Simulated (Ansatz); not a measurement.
# Band gap of GaN (F-43m) from density functionals to GW

Aim: the gap of GaN (F-43m) at several levels of theory on one structure, with the time that each takes.

Main program and level: Ansatz 0.2.0; density functionals, hybrids and G0W0, plane waves, PAW.

**Experimental background.**

- Gap 3.23 eV: absorption onset (direct gap at Gamma) of unexcited film, from imaginary part of dielectric function; spectroscopic ellipsometry (steady-state reference of time-resolved measurement); 300 K; film on 3C-SiC/Si(001) (“Femtosecond pump-probe absorption edge spectroscopy of cubic GaN”, 2022, arxiv:2206.02223).

Most raw output is cut from this account.

In doubt: masses and optical values from hybrid runs of this build are listed as unsure (steps 7, 8), which bears on the screening that GW takes from such a start.

### Step 1. Starting point

It takes space group F-43m (No. 216, cubic). Conventional cell: a = 4.507 Å, b = 4.507 Å, c = 4.507 Å, α = 90.00°, β = 90.00°, γ = 90.00°. Nearest to Ga lie 4 N at 1.95 Å. Nearest to N lie 4 Ga at 1.95 Å. Farther neighbours and most contacts between anions are not listed.

The cell and positions are those that the Materials Project relaxed with its own functionals (PBE, PBE+U or r2SCAN), kept fixed. This is not the form that GaN usually takes at ambient conditions.

The logs state that the PAW files were generated under PBE.

### Step 2. PBE on the 8×8×8 mesh

Levels along a band path and on the mesh show where this functional puts the band edges.

This step: DFT, PBE, plane waves, PAW; PAW set soft_1.

File input.yaml:

```yaml
crystal:
  lattice:
    - [0.0, 2.2535006075, 2.2535006075]
    - [2.2535006075, 0.0, 2.2535006075]
    - [2.2535006075, 2.2535006075, 0.0]
  atoms:
    - { symbol: Ga, position: [0.0, 0.0, 0.0] }
    - { symbol: "N", position: [0.75, 0.75, 0.75] }
kpoints:
  mp_grid: { grid: [8, 8, 8] }
  band_path:
    path:
      - [[0.0, 0.0, 0.0], [-0.5, -0.5, 0.0], [-0.375, -0.375, 0.25]]
      - [[-0.375, 0.0, 0.375], [0.0, 0.0, 0.0], [0.0, 0.0, 0.5], [-0.5, -0.25, 0.25], [-0.5, -0.5, 0.0]]
    npoints: 10
hamiltonian:
  xc: pbe
  pseudopotentials: { kind: paw, azcp: { folder: soft_1 } }
scf:
  occupations: { method: fermi_dirac, width: 0.02 }
  n_extra_bands: 4
output:
  eigenvalues: true
  write_density: true
  write_potential: true
  elf: true
  volumetric_format: npy
```

Started as:

```sh
$ ansatz run input.yaml --threads 3 --pin off --max-ram 92160MiB --backend cuda --events-out ev --progress --plain --runs-dir out --devices 1 --max-vram 13GiB
```

It took 6.3 s on 1 × NVIDIA H100 80GB HBM3 (shared by 6 runs) with 3 threads of AMD EPYC 7R13 (Zen 3), shared host; peak memory 0.88 GiB.

This step gave:

```
filled bands         : 9
gap                  : 1.718 eV
valence top at       : Γ
conduction bottom at : Γ
least direct gap     : 1.718 eV
```

Over mesh and path the gap is 1.718 eV, direct, at k = Γ.

### Step 3. PBE+SOC on the 8×8×8 mesh

This run has two-component orbitals with spin-orbit coupling.

This step: DFT, PBE with spin-orbit coupling, plane waves, PAW; PAW set soft_1.

File input.yaml:

```yaml
crystal:
  lattice:
    - [0.0, 2.2535006075, 2.2535006075]
    - [2.2535006075, 0.0, 2.2535006075]
    - [2.2535006075, 2.2535006075, 0.0]
  atoms:
    - { symbol: Ga, position: [0.0, 0.0, 0.0] }
    - { symbol: "N", position: [0.75, 0.75, 0.75] }
kpoints:
  mp_grid: { grid: [8, 8, 8] }
  band_path:
    path:
      - [0.0, 0.0, 0.0]
      - [-0.5, -0.5, 0.0]
      - [-0.375, -0.375, 0.25]
      - [-0.375, 0.0, 0.375]
      - [0.0, 0.0, 0.5]
      - [-0.5, -0.25, 0.25]
    npoints: 1
hamiltonian:
  xc: pbe
  pseudopotentials: { kind: paw_fr, azcp: { folder: soft_1 } }
scf:
  occupations: { method: fixed }
  n_extra_bands: 8
magnetization:
  noncollinear: true
  spin_orbit: true
output:
  eigenvalues: true
```

The job ended after 14 s (1 × NVIDIA H100 80GB HBM3 (shared by 6 runs) with 3 threads; peak memory 0.89 GiB).

This step gave:

```yaml
gap: 1.715 eV
valence_top_at: Γ
conduction_bottom_at: Γ
least_direct_gap: 1.715 eV
```

Over mesh and listed points the gap is 1.715 eV, direct, at k = Γ. PBE+SOC against PBE: 1.715 − 1.718 = −0.003 eV, with the same mesh, set of files (read in its fully relativistic form for the spin-orbit run) and cutoff, and both edges at the same k points. The spin-orbit run sees mesh and listed points alone, so its gap is an upper bound: the coupling can move an edge off these points, the more so as this crystal has no centre of inversion, and the change over the zone, its sign included where it is small, is not known.

### Step 4. HSE06 on the 6×6×6 mesh

HSE06 mixes in a quarter of exact exchange at short range.

This step: DFT, HSE06, plane waves, PAW; PAW set soft_1.

input.yaml, the sections that differ from step 3:

```yaml
kpoints:
  mp_grid: { grid: [6, 6, 6] }
  band_path:
    path:
      - [0.0, 0.0, 0.0]
      - [-0.5, -0.5, 0.0]
      - [-0.375, -0.375, 0.25]
      - [-0.375, 0.0, 0.375]
      - [0.0, 0.0, 0.5]
      - [-0.5, -0.25, 0.25]
    npoints: 1
hamiltonian:
  xc: hse06
  pseudopotentials: { kind: paw, azcp: { folder: soft_1 } }
scf:
  occupations: { method: fixed }
  n_extra_bands: 4
# crystal, output: as in step 3
# magnetization: removed
```

Wall time 26 s (1 × NVIDIA H100 80GB HBM3 (shared by 6 runs) with 3 threads); peak memory 1.1 GiB.

This step gave:

* gap: 2.961 eV
* valence top at: Γ
* conduction bottom at: Γ
* least direct gap: 2.961 eV
* exact-exchange fraction: 0.25

Over mesh and listed points the gap is 2.961 eV, direct, at k = Γ. HSE06 against PBE: 2.961 − 1.718 = +1.243 eV. The runs also differ in mesh (8×8×8 and 6×6×6), so how much of this comes from the functional alone is not known.

### Step 5. HSE06+SOC on the 6×6×6 mesh

This step: DFT, HSE06 with spin-orbit coupling, plane waves, PAW; PAW set soft_1.

Changes to input.yaml since step 4:

```diff
@@ -21,6 +21,9 @@
   xc: hse06
-  pseudopotentials: { kind: paw, azcp: { folder: soft_1 } }
+  pseudopotentials: { kind: paw_fr, azcp: { folder: soft_1 } }
 scf:
   occupations: { method: fixed }
-  n_extra_bands: 4
+  n_extra_bands: 8
+magnetization:
+  noncollinear: true
+  spin_orbit: true
 output:
```

It took 38 s on 1 × NVIDIA H100 80GB HBM3 (shared by 6 runs) with 3 threads; peak memory 1.5 GiB; 63 s of CPU time.

Numbers from this step:

```
gap                     : 2.954 eV
valence top at          : Γ
conduction bottom at    : Γ
least direct gap        : 2.954 eV
exact-exchange fraction : 0.25
```

Over mesh and listed points the gap is 2.954 eV, direct, at k = Γ. HSE06+SOC against HSE06: 2.954 − 2.961 = −0.007 eV, with the same mesh, set of files (read in its fully relativistic form for the spin-orbit run) and cutoff, and both edges at the same k points. The spin-orbit run sees mesh and listed points alone, so its gap is an upper bound: the coupling can move an edge off these points, the more so as this crystal has no centre of inversion, and the change over the zone, its sign included where it is small, is not known.

### Step 6. G0W0@PBE, 10×10×10 mesh, 384 empty bands, screening to 380 eV, hard PAW files

G0W0 replaces the xc potential by a self-energy built once from the orbitals of the start. Levels are corrected in the window of bands that the input names, at points of the mesh.

This step: G0W0 on PBE, plane waves, PAW.

File input.yaml:

```yaml
crystal:
  lattice:
    - [0.0, 2.2535006075, 2.2535006075]
    - [2.2535006075, 0.0, 2.2535006075]
    - [2.2535006075, 2.2535006075, 0.0]
  atoms:
    - { symbol: Ga, position: [0.0, 0.0, 0.0] }
    - { symbol: "N", position: [0.75, 0.75, 0.75] }
kpoints:
  mp_grid: { grid: [10, 10, 10] }
hamiltonian:
  xc: pbe
  pseudopotentials: { kind: paw, source: ansatz }
scf:
  occupations: { method: fixed }
gw:
  n_empty_bands: 384
  ecut_chi: 380
  qp_bands: [v2, c2]
  qp_kpoints: band_edges
  screening: { model: contour_deformation }
```

The job ended after 7.9 min (1 × NVIDIA H100 80GB HBM3 (shared by 6 runs) with 3 threads; peak memory 3.7 GiB; 15 min of CPU time).

This step gave:

| Item | Value |
| --- | --- |
| bands summed | 397 |
| RPA ε∞ on this mesh (eigenvalues) | 5.743, 5.743, 5.743 |
| plane waves in the screening matrix | 387 |
| G0W0 gap over the corrected points | 2.913 eV |
| k of the valence top | 0, 0, 0 |
| k of the conduction bottom | 0, 0, 0 |
| starting gap on the mesh | 1.734 eV |
| Z at the valence top | 0.7684 |
| Z at the conduction bottom | 0.8062 |
| least direct G0W0 gap over the corrected points | 2.913 eV |

Over 18 of 47 irreducible mesh points the G0W0 gap is 2.913 eV, direct, at k = Γ. The PBE gap of this run on the mesh is 1.734 eV. The two states that bound the G0W0 gap lie that far apart at the start, so the correction of the gap is 2.913 − 1.734 = +1.179 eV.

### Step 7. G0W0@HSE06, 10×10×10 mesh, 205 empty bands, screening to 250 eV, hard PAW files

This step: G0W0 on HSE06, plane waves, PAW.

Changes to input.yaml since step 6:

```diff
@@ -11,3 +11,3 @@
 hamiltonian:
-  xc: pbe
+  xc: hse06
   pseudopotentials: { kind: paw, source: ansatz }
@@ -16,4 +16,4 @@
 gw:
-  n_empty_bands: 384
-  ecut_chi: 380
+  n_empty_bands: 205
+  ecut_chi: 250
   qp_bands: [v2, c2]
```

It took 8.6 min on 1 × NVIDIA H100 80GB HBM3 (shared by 6 runs) with 3 threads; peak memory 11 GiB.

Numbers from this step:

| Quantity | Value |
| --- | --- |
| bands summed | 218 |
| RPA ε∞ on this mesh (eigenvalues) | 4.480, 4.480, 4.480 |
| plane waves in the screening matrix | 181 |
| G0W0 gap over the corrected points | 3.485 eV |
| k of the valence top | 0, 0, 0 |
| k of the conduction bottom | 0, 0, 0 |
| starting gap on the mesh | 2.976 eV |
| Z at the valence top | 0.7998 |
| Z at the conduction bottom | 0.8332 |
| least direct G0W0 gap over the corrected points | 3.485 eV |

Over 18 of 47 irreducible mesh points the G0W0 gap is 3.485 eV, direct, at k = Γ. The HSE06 gap of this run on the mesh is 2.976 eV. The two states that bound the G0W0 gap lie that far apart at the start, so the correction of the gap is 3.485 − 2.976 = +0.509 eV. G0W0@HSE06 against G0W0@PBE with 218 bands (a further run, in the table below): 3.485 − 2.884 = +0.601 eV, with the same mesh, files and cutoffs, and both edges at the same k points.

### Step 8. G0W0@PBE0, 10×10×10 mesh, 205 empty bands, screening to 250 eV, hard PAW files

This step: G0W0 on PBE0, plane waves, PAW.

Changes to input.yaml since step 7:

```diff
@@ -11,3 +11,3 @@
 hamiltonian:
-  xc: hse06
+  xc: pbe0
   pseudopotentials: { kind: paw, source: ansatz }
```

Elapsed: 7.7 min, on 1 × NVIDIA H100 80GB HBM3 (shared by 6 runs) with 3 threads; peak memory 11 GiB; 15 min of CPU time.

Numbers from this step:

```
bands summed                                    : 218
RPA ε∞ on this mesh (eigenvalues)               : 4.194, 4.194, 4.194
plane waves in the screening matrix             : 181
G0W0 gap over the corrected points              : 3.667 eV
k of the valence top                            : 0, 0, 0
k of the conduction bottom                      : 0, 0, 0
starting gap on the mesh                        : 3.647 eV
Z at the valence top                            : 0.8099
Z at the conduction bottom                      : 0.8419
least direct G0W0 gap over the corrected points : 3.667 eV
```

Over 18 of 47 irreducible mesh points the G0W0 gap is 3.667 eV, direct, at k = Γ. The PBE0 gap of this run on the mesh is 3.647 eV. The two states that bound the G0W0 gap lie that far apart at the start, so the correction of the gap is 3.667 − 3.647 = +0.020 eV. G0W0@PBE0 against G0W0@HSE06 with 218 bands: 3.667 − 3.485 = +0.182 eV, with the same mesh, files and cutoffs, and both edges at the same k points.

### Step 9. G0W0@LDA, 10×10×10 mesh, 205 empty bands, screening to 250 eV, hard PAW files

This step: G0W0 on LDA, plane waves, PAW.

Changes to input.yaml since step 8:

```diff
@@ -11,3 +11,3 @@
 hamiltonian:
-  xc: pbe0
+  xc: lda
   pseudopotentials: { kind: paw, source: ansatz }
```

Elapsed: 4.4 min, on 1 × NVIDIA H100 80GB HBM3 (shared by 6 runs) with 3 threads; peak memory 2 GiB; 8 min of CPU time.

Numbers from this step:

```
bands summed                                    : 218
RPA ε∞ on this mesh (eigenvalues)               : 5.854, 5.854, 5.854
plane waves in the screening matrix             : 181
G0W0 gap over the corrected points              : 2.927 eV
k of the valence top                            : 0, 0, 0
k of the conduction bottom                      : 0, 0, 0
starting gap on the mesh                        : 1.737 eV
Z at the valence top                            : 0.7682
Z at the conduction bottom                      : 0.8043
least direct G0W0 gap over the corrected points : 2.927 eV
```

Over 18 of 47 irreducible mesh points the G0W0 gap is 2.927 eV, direct, at k = Γ. The LDA gap of this run on the mesh is 1.737 eV. The two states that bound the G0W0 gap lie that far apart at the start, so the correction of the gap is 2.927 − 1.737 = +1.190 eV. G0W0@LDA against G0W0@PBE0 with 218 bands: 2.927 − 3.667 = −0.740 eV, with the same mesh, files and cutoffs, and both edges at the same k points.

### Step 10. All levels together

Each gap is the least one over the points named; times are wall times on shared hosts, not benchmarks. A G0W0 time includes the run's own self-consistent start. Runs with listed points see these and the mesh alone, so an edge that moves elsewhere is missed. Rows marked * are further runs, not shown as steps, whose inputs differ from the G0W0 step on the same start in the columns given; solver thresholds can differ too.

| level | mesh | files, cutoff | bands summed, screening | points | gap (eV) | valence top | conduction bottom | least direct gap (eV) | time |
| --- | --- | --- | --- | --- | --- | --- | --- | --- | --- |
| PBE | 8×8×8 | soft_1 PAW, 420 eV | - | mesh and path | 1.718 | Γ | Γ | 1.718 | 6.3 s |
| PBE+SOC | 8×8×8 | soft_1 PAW, 420 eV | - | mesh and listed points | 1.715 | Γ | Γ | 1.715 | 14 s |
| HSE06 | 6×6×6 | soft_1 PAW, 420 eV | - | mesh and listed points | 2.961 | Γ | Γ | 2.961 | 26 s |
| HSE06+SOC | 6×6×6 | soft_1 PAW, 420 eV | - | mesh and listed points | 2.954 | Γ | Γ | 2.954 | 38 s |
| G0W0@PBE* | 10×10×10 | hard PAW, 1020 eV | 108, 150 eV | 18 of 47 irreducible mesh points | 2.849 | Γ | Γ | 2.849 | 95 s |
| G0W0@PBE* | 10×10×10 | hard PAW, 1020 eV | 218, 250 eV | 18 of 47 irreducible mesh points | 2.884 | Γ | Γ | 2.884 | 3.2 min |
| G0W0@PBE | 10×10×10 | hard PAW, 1020 eV | 397, 380 eV | 18 of 47 irreducible mesh points | 2.913 | Γ | Γ | 2.913 | 7.9 min |
| G0W0@PBE* | 12×12×12 | hard PAW, 1020 eV | 108, 150 eV | 23 of 72 irreducible mesh points | 2.847 | Γ | Γ | 2.847 | 5.6 min |
| G0W0@HSE06 | 10×10×10 | hard PAW, 1020 eV | 218, 250 eV | 18 of 47 irreducible mesh points | 3.485 | Γ | Γ | 3.485 | 8.6 min |
| G0W0@PBE0 | 10×10×10 | hard PAW, 1020 eV | 218, 250 eV | 18 of 47 irreducible mesh points | 3.667 | Γ | Γ | 3.667 | 7.7 min |
| G0W0@LDA | 10×10×10 | hard PAW, 1020 eV | 218, 250 eV | 18 of 47 irreducible mesh points | 2.927 | Γ | Γ | 2.927 | 4.4 min |

Computed less measured, in eV, for the reports listed at the start; nothing is added to the computed values:

| row | computed (eV) | 3.23 eV (2022) |
| --- | --- | --- |
| PBE, gap | 1.718 | −1.512 |
| PBE+SOC, gap | 1.715 | −1.515 |
| HSE06, gap | 2.961 | −0.269 |
| HSE06+SOC, gap | 2.954 | −0.276 |
| G0W0@PBE (397 bands, 10×10×10), gap | 2.913 | −0.317 |
| G0W0@HSE06, gap | 3.485 | +0.255 |
| G0W0@PBE0, gap | 3.667 | +0.437 |
| G0W0@LDA, gap | 2.927 | −0.303 |

### Step 11. Outcome

```
PBE, over mesh and path                                               : 1.718 eV
PBE+SOC, over mesh and listed points                                  : 1.715 eV
HSE06, over mesh and listed points                                    : 2.961 eV
HSE06+SOC, over mesh and listed points                                : 2.954 eV
G0W0@PBE (397 bands, 10×10×10), over 18 of 47 irreducible mesh points : 2.913 eV
G0W0@HSE06, over 18 of 47 irreducible mesh points                     : 3.485 eV
G0W0@PBE0, over 18 of 47 irreducible mesh points                      : 3.667 eV
G0W0@LDA, over 18 of 47 irreducible mesh points                       : 2.927 eV
known limits                                                          : finite bands, screening cutoff and k mesh; no spin-orbit coupling in G0W0; d shells not analysed
```

The rows run from 1.715 eV (PBE+SOC) to 3.667 eV (G0W0@PBE0). They differ in mesh, files, plane-wave cutoff, bands and screening cutoff of G0W0 and the points over which the gap was sought as well as in level, so only pairs that share these are like for like. PBE+SOC against PBE: 1.715 − 1.718 = −0.003 eV, with the same mesh, set of files (read in its fully relativistic form for the spin-orbit run) and cutoff, and both edges at the same k points. The spin-orbit run sees mesh and listed points alone, so its gap is an upper bound: the coupling can move an edge off these points, the more so as this crystal has no centre of inversion, and the change over the zone, its sign included where it is small, is not known. HSE06+SOC against HSE06: 2.954 − 2.961 = −0.007 eV, with the same mesh, set of files (read in its fully relativistic form for the spin-orbit run) and cutoff, and both edges at the same k points. The spin-orbit run sees mesh and listed points alone, so its gap is an upper bound: the coupling can move an edge off these points, the more so as this crystal has no centre of inversion, and the change over the zone, its sign included where it is small, is not known. G0W0@HSE06 against G0W0@PBE with 218 bands: 3.485 − 2.884 = +0.601 eV, with the same mesh, files and cutoffs, and both edges at the same k points. G0W0@PBE0 against G0W0@HSE06 with 218 bands: 3.667 − 3.485 = +0.182 eV, with the same mesh, files and cutoffs, and both edges at the same k points. G0W0@LDA against G0W0@PBE0 with 218 bands: 2.927 − 3.667 = −0.740 eV, with the same mesh, files and cutoffs, and both edges at the same k points. G0W0@PBE (397 bands, 10×10×10) moves the gap of its own start on the mesh by 2.913 − 1.734 = +1.179 eV, between the same two levels. Both edges that PBE shows over mesh and path lie at k points where levels were corrected. Levels at other points were not corrected, so a lower G0W0 gap elsewhere in the zone is not ruled out. G0W0@HSE06 moves the gap of its own start on the mesh by 3.485 − 2.976 = +0.509 eV, between the same two levels. Both edges that HSE06 shows over mesh and listed points lie at k points where levels were corrected. Levels at other points were not corrected, so a lower G0W0 gap elsewhere in the zone is not ruled out. G0W0@PBE0 moves the gap of its own start on the mesh by 3.667 − 3.647 = +0.020 eV, between the same two levels. No PBE0 run over points off the mesh is shown, so for G0W0@PBE0 the gap over the whole zone is not known. G0W0@LDA moves the gap of its own start on the mesh by 2.927 − 1.737 = +1.190 eV, between the same two levels. No LDA run over points off the mesh is shown, so for G0W0@LDA the gap over the whole zone is not known. What spin-orbit coupling does to the G0W0 levels was not computed, so no sum with the G0W0 gap is formed. Against experiment, G0W0@PBE (397 bands, 10×10×10) at 2.913 eV lies −0.317 eV from 3.23 eV (2022). The differences hold parts that these runs do not separate: finite bands, cutoffs and mesh, points of the zone that were not corrected, the start of G0W0, spin-orbit coupling missing from it, static nuclei, no electron-hole attraction, a cell that is not a measured one, and what each experiment reads as the gap. How much each gives is not known from the steps shown. For G0W0@PBE: from 108 bands and 150 eV to 397 bands and 380 eV the gap moves by 2.913 − 2.849 = +0.064 eV (rung by rung 2.849, 2.884, 2.913 eV); bands and screening cutoff rise together, so their parts are not told apart. A line in one over the bands through the two highest rungs gives 2.913 + (2.913 − 2.884) × 218 / (397 − 218) = 2.948 eV, and through the pair below 2.884 + (2.884 − 2.849) × 108 / (218 − 108) = 2.918 eV. From the gaps as printed the two differ by 0.030 eV, at the edge of the 0.030 eV asked, so no limit is taken and it is not known. The other G0W0 rows are shown at one basis each (218 bands), so their distance from the limit is not known here. With the 12×12×12 mesh in place of the 10×10×10 mesh and all else as in the G0W0@PBE row with 108 bands, the gap differs by 2.847 − 2.849 = −0.002 eV, and that of the start by 1.734 − 1.734 = +0.000 eV. The G0W0 runs are scalar-relativistic. One-shot GW is known to converge slowly in bands for compounds with shallow d shells. The cell holds Ga; the filling of the d shell and its place against the gap were not analysed here. G0W0 is shown with one set of atomic data (hard PAW), so the error from the files is not known here.

[Paths, hosts, dates, memory and timing lines, banners, echoed tables and standing remarks are left out of the program output.]

[Logs are printed without paths, hosts, clocks, repeated set-up lines and the standing remarks that a program may print on its own settings, such as how far it seeks lower states.]

[Runs of the session that timed out or met a known fault of the program may be left out.]

[Cells called generated may have been cut or substituted from an entry of the Crystallography Open Database or the Materials Project.]

[Hosts, paths, dates, database ids (printed as entryN), source tags and the programs' standing remarks are cut or masked in the printed files.]

[Where an RPA ε∞ is given, it is that of the G0W0 mesh and is not shown converged in it. Names of k-points follow the symmetry that the program found, which can be lower than the space group named. Band edges on a path are those of the sampled points; other points can move an edge, and change direct to indirect where valleys lie close.]

[Hybrid gaps are those of their k-mesh and are not shown converged in it.]
